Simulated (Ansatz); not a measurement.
# Quasiparticle gap of SnO2 (Pnnm), part 2 of 2

How far does one-shot GW move the LDA gap of SnO2 (Pnnm)?

Ansatz 0.2.0; LDA, then G0W0 on it, plane waves, PAW. Known limits of the many-body steps: finite bands, screening cutoff and k mesh; no spin-orbit coupling in G0W0.

So far. Step 2 (The LDA band structure): Over mesh and path the gap is 0.675 eV, from k = (0.100, 0.000, 0.000) to k = Γ. The least direct gap found is 0.686 eV, at k = Γ. The pressure in this cell is -11 GPa; the cell is kept.

In doubt: masses and optical values from hybrid runs of this build are listed as unsure (in some of the runs), which bears on the screening that GW takes from such a start.

**3. G0W0 on the 4×4×6 mesh**

G0W0 replaces the xc potential by a self-energy built once from the orbitals of the start. Levels are corrected in the window of bands that the input names, at points of the mesh.

This step: G0W0 on LDA, plane waves, PAW; PAW set soft_1.

File input.yaml:

```yaml
crystal:
  lattice:
    - [4.788004, 0.0, 0.0]
    - [0.0, 4.866582, 0.0]
    - [0.0, 0.0, 3.240898]
  atoms:
    - { symbol: Sn, position: [0.5, 0.5, 0.5] }
    - { symbol: Sn, position: [0.0, 0.0, 0.0] }
    - { symbol: O, position: [0.291855, 0.321042, 0.0] }
    - { symbol: O, position: [0.791855, 0.178958, 0.5] }
    - { symbol: O, position: [0.208145, 0.821042, 0.5] }
    - { symbol: O, position: [0.708145, 0.678958, 0.0] }
kpoints:
  mp_grid: { grid: [4, 4, 6] }
hamiltonian:
  xc: lda
  pseudopotentials: { kind: paw, azcp: { folder: soft_1 }, xc_functional: pbe }
scf:
  occupations: { method: fixed }
gw:
  n_empty_bands: 598
  ecut_chi: 230.0
  qp_bands: [v2, c2]
  qp_kpoints: band_edges
  screening: { model: contour_deformation }
```

Run with:

```bash
> ansatz run input.yaml --threads 2 --pin off --max-ram 92160MiB --backend cuda --events-out ev --progress --plain --runs-dir out --devices 1 --max-vram 13GiB
```

Numbers of over 12 decimals in the logs are rounded to 6 here.

The program printed:

```text
GPUs: using 1 of 1 available (devices: 1).
[...]
GPU FFT provider: cuFFT
GPU libraries: cuBLAS 13.8.2, cuFFT 12.4.0, cuSOLVER 12.3.4
Crystal: 6 atoms, lattice volume = 75.517 Å³
Basis set: ecut = 420 eV, 1479 PW (Γ)
Bands: 32, of which v1, the nominal top of the filled ones, is band 26 counted from 1 (25 counted from 0)
Symmetry: 8 space group operations
[...]
k-points: 36 of 96
[...]
GPU buffer pool allocated for 31104 grid points (all kernels)
[...]
SCF iter   1: F=—  HF=-13980.942826 eV  |F-HF|=—  |Δ(HF+E_count)|=         —  Δρ=6.33e-2  dr2=2.14e0  ethr=3.10e-3  ⟨swp⟩=4.0  Hψ=4455  notcnv=0  defer=142
[...]
SCF iter   7: F=-13980.355595 eV  HF=-13980.355595 eV  |F-HF|=1.82e-8  |Δ(HF+E_count)|=   4.42e-7  Δρ=9.19e-6  dr2=7.53e-8  ethr=1.92e-10  ⟨swp⟩=8.2  Hψ=5222  notcnv=0
SCF 1 converged in 7 iterations: F = -13980.355595 eV  dr2 = 7.53e-8
[...]
NSCF: frozen V_eff on 36 k-points, pencils in batches of 32, up to order 128
the band table was solved once the SCF had ended and its energy, with any forces and stress, was formed, with the checks that follow a solve (4722 applications of the Hamiltonian). They found nothing against the state; the energy, forces and stress were not computed again (output.eigenvalues in the input reference)
[...]
NSCF: frozen V_eff on 36 k-points
G₀W₀ screening: q 1/36
[... further progress lines ...]
SCF converged after 7 iterations
Free energy (F): -13980.355595 eV
[...]
Internal energy: -13980.355595 eV  (E = F + TS)
E sigma→0 (E₀):  -13980.355595 eV
Fermi energy:    8.285784 eV
[...]
--- Band table (eV; the first three rows and the last of 36) ---
  k-point 0: bands = [... 22 lower, 7.1392, 7.6611, 7.6670, 8.2858, 8.9712, 13.8098, 14.1552, 14.3075, ... 2 higher]
  k-point 1: bands = [... 22 lower, 6.2949, 7.6537, 7.6911, 8.1452, 10.4633, 14.2511, 15.1957, 15.3372, ... 2 higher]
  k-point 2: bands = [... 22 lower, 6.1088, 7.4119, 7.5109, 7.5857, 12.4108, 14.4656, 16.6157, 17.1365, ... 2 higher]
  k-point 35: bands = [... 22 lower, 7.4474, 7.4474, 7.6328, 7.6328, 12.5262, 12.5262, 16.7214, 16.7214, ... 2 higher]
--- G₀W₀: contour deformation, 8 samples at zero and on the imaginary axis and 2 off it, 96 q-points, 598 empty bands' worth ---
  eigenvalues of the whole cell's RPA ε∞ on this k-mesh (on a slab, of 1 + 4πα/V) = 5.1398, 5.4089, 5.4346; static W/v taken at q = 0 is 0.187689
  gw.qp_kpoints: band_edges: 14 of 36 stored k-points solved, in 1 pass; an edge of the gap read off the rows below is read off those points alone
    valence top: of the k-points left out ik 25 came nearest to being solved in a further pass, in band 26 (counted from 1, as in the quasiparticle table): it holds the edge there only if its correction is more favourable than any solved in that band by at least 0.469 eV; those differ by 0.168 eV
    conduction bottom: of the k-points left out ik 28 came nearest to being solved in a further pass, in band 27 (counted from 1, as in the quasiparticle table): it holds the edge there only if its correction is more favourable than any solved in that band by at least 3.273 eV; those differ by 0.605 eV
    ik  band        ε_KS         Σx   Σc(E_QP)       V_xc       Z   E_QP_lin       E_QP  E_QP is
     0    25      7.6670   -26.1688     4.6870   -20.7791  0.7180     6.9428     6.9643  root
     0    26      8.2858   -26.1100     4.4897   -20.9163  0.7269     7.5576     7.5818  root
     0    27      8.9712   -15.7346    -2.8345   -19.1296  0.7902     9.5394     9.5316  root
     0    28     13.8098   -12.5555    -5.0297   -18.6394  0.7648    14.8985    14.8640  root
     1    25      7.6911   -26.3322     4.7182   -20.9075  0.7186     6.9561     6.9845  root
     1    26      8.1452   -26.6349     5.0854   -20.7532  0.7178     7.3274     7.3489  root
     1    27     10.4633   -16.1749    -3.2890   -20.2141  0.7800    11.2286    11.2135  root
     1    28     14.2511   -13.5293    -5.2116   -19.8787  0.7552    15.4354    15.3890  root
     3    25      7.2444   -26.0495     5.2531   -19.9605  0.7054     6.3828     6.4085  root
     3    26      7.2444   -26.0495     5.2531   -19.9605  0.7054     6.3828     6.4085  root
     3    27     13.7381   -14.9216    -4.9878   -21.0747  0.7579    14.9594    14.9034  root
     3    28     13.7381   -14.9216    -4.9878   -21.0747  0.7579    14.9594    14.9034  root
     4    25      7.6907   -26.2555     4.7320   -20.8230  0.7179     6.9568     6.9902  root
     4    26      7.9834   -26.2385     4.9744   -20.4726  0.7175     7.1728     7.1920  root
     4    27     10.3172   -16.3112    -3.0685   -20.0583  0.7805    11.0154    10.9958  root
     4    28     13.3997   -13.5091    -4.7435   -19.2672  0.7687    14.4519    14.4144  root
     5    25      7.6628   -26.3112     4.7553   -20.8338  0.7176     6.9161     6.9407  root
     5    26      7.9572   -26.4197     5.0290   -20.5988  0.7168     7.1430     7.1653  root
     5    27     11.1830   -15.9017    -3.6199   -20.3524  0.7791    12.0371    12.0138  root
     5    28     13.9002   -14.2426    -5.0068   -20.3536  0.7546    15.0486    15.0044  root
     8    25      7.7301   -26.2753     4.8209   -20.7218  0.7171     6.9650     6.9974  root
     8    26      7.7301   -26.2753     4.8209   -20.7218  0.7171     6.9650     6.9974  root
     8    27     12.1644   -15.2781    -4.0514   -20.2464  0.7705    13.1045    13.0813  root
     8    28     12.1644   -15.2781    -4.0514   -20.2464  0.7705    13.1045    13.0813  root
    11    25      7.6722   -26.7426     4.3174   -21.7578  0.7277     6.9807     7.0047  root
    11    26      7.6722   -26.7426     4.3174   -21.7578  0.7277     6.9807     7.0047  root
    11    27     13.9374   -14.9869    -5.0252   -21.1766  0.7536    15.1543    15.1018  root
    11    28     13.9374   -14.9869    -5.0252   -21.1766  0.7536    15.1543    15.1018  root
    12    25      7.7052   -26.2249     4.7869   -20.7216  0.7174     6.9582     6.9888  root
    12    26      8.1779   -26.6351     5.0381   -20.8217  0.7189     7.3722     7.4025  root
    12    27     10.2302   -16.2104    -3.0978   -19.9881  0.7816    10.9300    10.9102  root
    12    28     13.2899   -13.3611    -4.7099   -19.0705  0.7726    14.3290    14.2894  root
    13    25      7.6357   -26.2506     4.8438   -20.6578  0.7162     6.8679     6.8867  root
    13    26      8.0811   -26.6132     5.0766   -20.7494  0.7174     7.2677     7.2939  root
    13    27     11.1490   -15.8941    -3.6169   -20.3427  0.7871    12.0106    11.9807  root
    13    28     13.8232   -14.1572    -4.9706   -20.2181  0.7551    14.9587    14.9137  root
    16    25      7.6196   -26.2470     4.9148   -20.5710  0.7147     6.8393     6.8583  root
    16    26      7.9181   -26.3398     5.0725   -20.4671  0.7157     7.0930     7.1179  root
    16    27     11.0290   -16.0752    -3.4724   -20.3388  0.7885    11.8505    11.8202  root
    16    28     13.0792   -13.6637    -4.6813   -19.3438  0.7717    14.1199    14.0780  root
[...]
21    25      7.7078   -26.4161     4.9318   -20.7259  0.7163     6.9167     6.9494  root
    21    26      7.7078   -26.4161     4.9318   -20.7259  0.7163     6.9167     6.9494  root
    21    27     12.6920   -15.0897    -4.4489   -20.5496  0.7655    13.7368    13.7031  root
    21    28     12.6920   -15.0897    -4.4489   -20.5496  0.7655    13.7368    13.7031  root
    24    25      7.8528   -26.3020     4.9138   -20.6335  0.7167     7.0695     7.0982  root
    24    26      7.8528   -26.3020     4.9138   -20.6335  0.7167     7.0695     7.0982  root
    24    27     12.0042   -15.1322    -4.0428   -20.0785  0.7738    12.9354    12.9076  root
    24    28     12.0042   -15.1322    -4.0428   -20.0785  0.7738    12.9354    12.9076  root
    35    25      7.6328   -26.4266     5.2635   -20.3367  0.7117     6.7797     6.8064  root
    35    26      7.6328   -26.4266     5.2635   -20.3367  0.7117     6.7797     6.8064  root
    35    27     12.5262   -13.6041    -4.5228   -19.1493  0.7838    13.5880    13.5486  root
    35    28     12.5262   -13.6041    -4.5228   -19.1493  0.7838    13.5880    13.5486  root
```

It took 72 s on 1 × NVIDIA H100 80GB HBM3 (shared by 6 runs) with 2 threads of AMD EPYC 7R13 (Zen 3), shared host; peak memory 4 GiB.

Numbers from this step:

* bands summed: 624
* RPA ε∞ on this mesh (eigenvalues): 5.140, 5.409, 5.435
* plane waves in the screening matrix: 583
* q-points in the mesh: 96
* G0W0 gap over the corrected points: 1.950 eV
* k of the valence top: 0, 0, 0
* k of the conduction bottom: 0, 0, 0
* starting gap on the mesh: 0.6854 eV
* Z at the valence top: 0.7269
* Z at the conduction bottom: 0.7902
* least direct G0W0 gap over the corrected points: 1.950 eV

Over 14 of 36 irreducible mesh points the G0W0 gap is 1.950 eV, direct, at k = Γ. The LDA gap of this run on the mesh is 0.685 eV. The two states that bound the G0W0 gap lie that far apart at the start, so the correction of the gap is 1.950 − 0.685 = +1.265 eV. The start of this run differs from the step before in mesh (6×6×8 and 4×4×6).

Labels follow the order of the start: v1 is the top filled band, c1 the lowest empty one; levels that stay degenerate share a row, the window can cut a multiplet, doubted levels are not marked in this list, bands outside the window were not corrected, and the list may be a part of the corrected levels. The levels before and after the correction (eV, zero at the valence-band top of each column):

```csv
,conduction bottom,valence top
Kohn-Sham,0.69,0.00
G0W0,1.95,0.00
```

```
           level  occupation  energy (eV)
Kohn-Sham   Γ v2           2       -0.619
Kohn-Sham   Γ v1           2        0.000
Kohn-Sham   Γ c1           0        0.685
Kohn-Sham   Γ c2           0        5.524
     G0W0   Γ v2           2       -0.617
     G0W0   Γ v1           2        0.000
     G0W0   Γ c1           0        1.950
     G0W0   Γ c2           0        7.282
```

The parts of the quasiparticle energy for the two states that bound the G0W0 gap, in eV on the run's own scale (QP = start + Σx + Σc − Vxc, with Σc at the quasiparticle energy):

```
             edge  k  band  start       Σx      Σc      Vxc      Z     QP
      valence top  Γ    26  8.286  −26.110   4.490  −20.916  0.727  7.582
conduction bottom  Γ    27  8.971  −15.735  −2.834  −19.130  0.790  9.532
```

**4. Spin-orbit coupling**

This run has two-component orbitals with spin-orbit coupling.

This step: DFT, LDA with spin-orbit coupling, plane waves, PAW; PAW set soft_1.

File input.yaml:

```yaml
crystal:
  lattice:
    - [4.788004, 0.0, 0.0]
    - [0.0, 4.866582, 0.0]
    - [0.0, 0.0, 3.240898]
  atoms:
    - { symbol: Sn, position: [0.5, 0.5, 0.5] }
    - { symbol: Sn, position: [0.0, 0.0, 0.0] }
    - { symbol: O, position: [0.291855, 0.321042, 0.0] }
    - { symbol: O, position: [0.791855, 0.178958, 0.5] }
    - { symbol: O, position: [0.208145, 0.821042, 0.5] }
    - { symbol: O, position: [0.708145, 0.678958, 0.0] }
kpoints:
  mp_grid: { grid: [6, 6, 8] }
  band_path:
    path:
      - [0.0, 0.0, 0.0]
      - [0.5, 0.0, 0.0]
      - [0.5, 0.5, 0.0]
      - [0.0, 0.5, 0.0]
      - [0.0, 0.0, 0.5]
      - [0.5, 0.0, 0.5]
      - [0.5, 0.5, 0.5]
      - [0.0, 0.5, 0.5]
      - [0.1, 0.0, 0.0]
    npoints: 1
hamiltonian:
  xc: lda
  pseudopotentials: { kind: paw_fr, azcp: { folder: soft_1 }, xc_functional: pbe }
scf:
  occupations: { method: fermi_dirac, width: 0.02 }
  n_extra_bands: 12
magnetization:
  noncollinear: true
  spin_orbit: true
output:
  eigenvalues: true
  forces: true
  stress: true
  write_density: true
  write_potential: true
  elf: true
  volumetric_format: npy
```

The program printed:

```text
[...]
GPUs: using 1 of 1 available (devices: 1).
[...]
non-collinear run that drives no moment, with spin-orbit: no starting moment large enough to seed its density (crystal.atoms[].spin), no starting occupations that ask for one, no magnetisation constraint and no magnetic field, so the semilocal B_xc is pinned to zero
[...]
GPU FFT provider: cuFFT
GPU libraries: cuBLAS 13.8.2, cuFFT 12.4.0, cuSOLVER 12.3.4
Crystal: 6 atoms, lattice volume = 75.517 Å³
Basis set: ecut = 420 eV, 1479 PW (Γ)
Bands: 64, of which v1, the nominal top of the filled ones, is band 52 counted from 1 (51 counted from 0)
Symmetry: 8 space group operations + 8 with time reversal
[...]
k-points: 80 of 288
Projection manifold: j_resolved (fully-relativistic pseudo-atomic orbitals)
[...]
GPU buffer pool allocated for 31104 grid points (all kernels)
[...]
SCF iter   1: F=—  HF=-13985.029127 eV  |F-HF|=—  |Δ(HF+E_count)|=         —  Δρ=6.37e-2  dr2=2.16e0  dr2_m=0.00e0 (ungated)  ethr=3.10e-3  |M|=0.00e0 ∫|m|=0.00e0 μB  |m|>n=0.0e0 m-floor=0.0e0 τ_xc=0.0e0  β_m=0.30  ⟨swp⟩=6.6  Hψ=12131  notcnv=0  defer=24
[...]
spin=Noncollinear: Resta preconditioning applied to the charge; magnetization (m_x, m_y, m_z) channels mix plain (no charge-response kernel on spin).
[...]
Absolute magnetization: 0.0000 μB (∫|m|)
  site 0: m = (+0.0000, +0.0000, +0.0000) μB, |m| = 0.0000 μB  (R = 0.86 Å)
  site 1: m = (+0.0000, +0.0000, +0.0000) μB, |m| = 0.0000 μB  (R = 0.86 Å)
  site 2: m = (+0.0000, +0.0000, +0.0000) μB, |m| = 0.0000 μB  (R = 0.86 Å)
  site 3: m = (+0.0000, +0.0000, +0.0000) μB, |m| = 0.0000 μB  (R = 0.86 Å)
  site 4: m = (+0.0000, +0.0000, +0.0000) μB, |m| = 0.0000 μB  (R = 0.86 Å)
  site 5: m = (+0.0000, +0.0000, +0.0000) μB, |m| = 0.0000 μB  (R = 0.86 Å)
Free energy (F): -13984.436562 eV
[...]
Internal energy: -13984.436562 eV  (E = F + TS)
E sigma→0 (E₀):  -13984.436562 eV
Fermi energy:    8.634198 eV
[...]
--- Forces (eV/Å), atoms counted from 1 ---
  atom   1  Sn     0.00000000     0.00000000     0.00000000
  atom   2  Sn     0.00000000    -0.00000000     0.00000000
  atom   3  O      0.17649644     0.01205168     0.00000000
  atom   4  O      0.17649644    -0.01205168     0.00000000
  atom   5  O     -0.17649644     0.01205168     0.00000000
  atom   6  O     -0.17649644    -0.01205168     0.00000000
  max |Σ_I F_I| component: 2.78e-17 eV/Å
--- Stress (GPa, compression-positive) ---
      -10.673425       0.000000       0.000000
        0.000000     -10.938820       0.000000
        0.000000       0.000000     -12.866308
  P = ⅓ Tr σ = -11.4929 GPa (-114.929 kbar)
--- Band table (eV; the first three rows and the last of 80) ---
  k-point 0: bands = [... 48 lower, 7.6727, 7.6727, 8.2825, 8.2825, 8.9741, 8.9741, 13.8131, 13.8131, ... 8 higher]
  k-point 1: bands = [... 48 lower, 7.6990, 7.6990, 8.2244, 8.2244, 9.9444, 9.9444, 14.0947, 14.0947, ... 8 higher]
  k-point 2: bands = [... 48 lower, 7.6264, 7.6264, 7.9002, 7.9002, 11.4973, 11.4973, 14.4860, 14.4860, ... 8 higher]
  k-point 79: bands = [... 48 lower, 7.6293, 7.6293, 7.6293, 7.6293, 12.5239, 12.5239, 12.5239, 12.5239, ... 8 higher]
[key lines of the parts left out:]
SCF converged after 8 iterations
Magnetization: |M| = 0.0000 μB,  M = (+0.0000, +0.0000, +0.0000) μB
```

It took 35 s on 1 × NVIDIA H100 80GB HBM3 (shared by 6 runs) with 2 threads; peak memory 1.2 GiB; 60 s of CPU time.

Numbers from this step:

* pressure: -11.49 GPa
* gap: 0.6814 eV
* valence top at: k = (0.100, 0.000, 0.000)
* conduction bottom at: Γ
* least direct gap: 0.6917 eV

Over mesh and listed points the gap is 0.681 eV, from k = (0.100, 0.000, 0.000) to k = Γ. The least direct gap found is 0.692 eV, at k = Γ. The pressure in this cell is -11 GPa; the cell is kept. LDA+SOC against LDA: 0.681 − 0.675 = +0.006 eV, with the same mesh, set of files (read in its fully relativistic form for the spin-orbit run) and cutoff, and both edges at the same k points. The spin-orbit run sees mesh and listed points alone, so its gap is an upper bound: the coupling can move an edge off these points, and the change over the zone, its sign included where it is small, is not known.

**5. Side by side**

Each gap is the least one over the points named; times are wall times on shared hosts, not benchmarks. A G0W0 time includes the run's own self-consistent start. Runs with listed points see these and the mesh alone, so an edge that moves elsewhere is missed. Rows marked * are further runs, not shown as steps, whose inputs differ from the G0W0 step on the same start in the columns given; solver thresholds can differ too.

| level | mesh | files, cutoff | bands summed, screening | points | gap (eV) | valence top | conduction bottom | least direct gap (eV) | time |
| --- | --- | --- | --- | --- | --- | --- | --- | --- | --- |
| LDA | 6×6×8 | soft_1 PAW, 420 eV | - | mesh and path | 0.675 | (0.100, 0.000, 0.000) | Γ | 0.686 | 6.3 s |
| LDA+SOC | 6×6×8 | soft_1 PAW, 420 eV | - | mesh and listed points | 0.681 | (0.100, 0.000, 0.000) | Γ | 0.692 | 35 s |
| G0W0@LDA* | 4×4×6 | soft_1 PAW, 420 eV | 124, 69 eV | 14 of 36 irreducible mesh points | 1.873 | Γ | Γ | 1.873 | 28 s |
| G0W0@LDA* | 4×4×6 | soft_1 PAW, 420 eV | 303, 138 eV | 14 of 36 irreducible mesh points | 1.930 | Γ | Γ | 1.930 | 88 s |
| G0W0@LDA | 4×4×6 | soft_1 PAW, 420 eV | 624, 230 eV | 14 of 36 irreducible mesh points | 1.950 | Γ | Γ | 1.950 | 72 s |
| G0W0@LDA* | 4×4×4 | soft_1 PAW, 420 eV | 303, 138 eV | 15 of 27 irreducible mesh points | 1.909 | Γ | Γ | 1.909 | 53 s |
| G0W0@LDA* | 4×4×6 | soft_1 PAW, 420 eV | 303, 138 eV, plasmon pole | 14 of 36 irreducible mesh points | 2.000 | Γ | Γ | 2.000 | 59 s |

**6. Results**

```
LDA gap over mesh and path                         : 0.675 eV, from k = (0.100, 0.000, 0.000) to k = Γ
G0W0@LDA gap over 14 of 36 irreducible mesh points : 1.950 eV, direct, at k = Γ
LDA+SOC gap over mesh and listed points            : 0.681 eV
estimated limit in bands and cutoff, on this mesh  : 1.969 eV
GW settings                                        : 4×4×6 mesh, 598 empty bands, screening to 230 eV, PAW set soft_1 files
known limits                                       : finite bands, screening cutoff and k mesh; no spin-orbit coupling in G0W0
```

**Reading.** Over 14 of 36 irreducible mesh points the G0W0 gap is 1.950 eV, direct, at k = Γ. The LDA gap of this run on the mesh is 0.685 eV. The two states that bound the G0W0 gap lie that far apart at the start, so the correction of the gap is 1.950 − 0.685 = +1.265 eV. The valence state moves by 7.582 − 8.286 = −0.704 eV and the conduction state by 9.532 − 8.971 = +0.561 eV, on the run's own scale; with 124 bands the edge states move by −0.204 and +0.983 eV, so the split between the edges depends on the bands and cutoff. Over mesh and path, LDA puts the valence top at k = (0.100, 0.000, 0.000), where no G0W0 correction was computed. The G0W0 gap over the whole zone is therefore not known from this run; at its settings it can only be equal to or under the 1.950 eV found, and no correction is carried over from another point. For the start itself the gap is 0.675 eV over mesh and path and 0.685 eV on the mesh of the G0W0 run, in runs that differ in mesh (6×6×8 and 4×4×6). From 124 bands and 69 eV to 624 bands and 230 eV the gap moves by 1.950 − 1.873 = +0.077 eV (rung by rung 1.873, 1.930, 1.950 eV); bands and screening cutoff rise together, so their parts are not told apart. A line in one over the bands through the two highest rungs gives 1.950 + (1.950 − 1.930) × 303 / (624 − 303) = 1.969 eV, and through the pair below 1.930 + (1.930 − 1.873) × 124 / (303 − 124) = 1.969 eV. The two agree within 0.03 eV and the same two states bound the gap in each rung, so 1.969 eV is taken as an estimate of the limit on this mesh. With the 4×4×4 mesh in place of the 4×4×6 mesh and all else as in the G0W0@LDA row with 303 bands, the gap differs by 1.909 − 1.930 = −0.021 eV, and that of the start by 0.684 − 0.685 = −0.001 eV. With the plasmon pole model in place of the contour deformation model and all else as in the G0W0@LDA row with 303 bands, the gap differs by 2.000 − 1.930 = +0.070 eV. G0W0 on other starts in this series, not shown as steps and not all at these settings: 2.958 eV on HSE06 (4×4×6, soft_1 PAW, 303 bands, 138 eV) and 3.172 eV on PBE0 (4×4×6, soft_1 PAW, 303 bands, 138 eV). LDA+SOC against LDA: 0.681 − 0.675 = +0.006 eV, with the same mesh, set of files (read in its fully relativistic form for the spin-orbit run) and cutoff, and both edges at the same k points. The spin-orbit run sees mesh and listed points alone, so its gap is an upper bound: the coupling can move an edge off these points, and the change over the zone, its sign included where it is small, is not known. What spin-orbit coupling does to the G0W0 levels was not computed, so no sum with the G0W0 gap is formed. The G0W0 runs are scalar-relativistic. G0W0@LDA runs of this series with other atomic data on the same mesh, not shown as steps, give 1.967 eV (hard PAW, 930 eV, 311 bands, screening to 138 eV; the table's row with the same empty bands and screening cutoff has 1.930 eV); where bands and cutoffs differ too, the part of the files is not isolated.

[Paths, hosts, dates, memory and timing lines, banners, echoed tables and standing remarks are left out of the program output.]

[Logs are printed without paths, hosts, clocks, repeated set-up lines and the standing remarks that a program may print on its own settings, such as how far it seeks lower states.]

[Runs of the session that timed out or met a known fault of the program may be left out.]

[Cells called generated may have been cut or substituted from an entry of the Crystallography Open Database or the Materials Project.]

[Hosts, paths, dates, database ids (printed as entryN), source tags and the programs' standing remarks are cut or masked in the printed files.]

[Where an RPA ε∞ is given, it is that of the G0W0 mesh and is not shown converged in it. Names of k-points follow the symmetry that the program found, which can be lower than the space group named. Band edges on a path are those of the sampled points; other points can move an edge, and change direct to indirect where valleys lie close.]

[Hybrid gaps are those of their k-mesh and are not shown converged in it.]
